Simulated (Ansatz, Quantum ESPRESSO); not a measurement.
# arsenene, 1 layer, rectangular cell: the energy at a withheld member of a series

**Set-up.** Quantum ESPRESSO 7.5, PBE, GBRV ultrasoft. Cell and atoms are first relaxed; each strained cell is then held, the other axis too, and the atoms relax in it. A periodic run with 15 Å of vacuum in the starting cell gives the vacuum levels, and bands follow along a path. The series steps strain along the first axis. Energies count from the lowest.

```tsv
strain along the first axis	energy (eV)
-4 %	0.0686
-3 %	0.0382
-2 %	0.0171
-1 %	0.0045
0 %	0.0000
1 %	0.0029
2 %	0.0126
3 %	0.0287
```

One more run was made and is withheld. What is the energy at 4 %?

**Worked estimate.** The rows at 2 % and 3 % give a slope of (0.0287 − (0.0126))/(3 − (2)) = 0.0161, so a straight line gives 0.0448 eV. A parabola through these and the row at 1 % gives 0.0512 eV.

What the calculation gave: 0.0508 eV. The line misses by −0.0060 and the parabola by +0.0004 eV. The parabola does better.

Caveats: Semilocal gaps are too small; the 1×1 cell can't ripple over many cells under compression as a free sheet would. No spin-orbit coupling.

[Logs are printed without paths, hosts, clocks, repeated set-up lines and the standing remarks that a program may print on its own settings, such as how far it seeks lower states.]
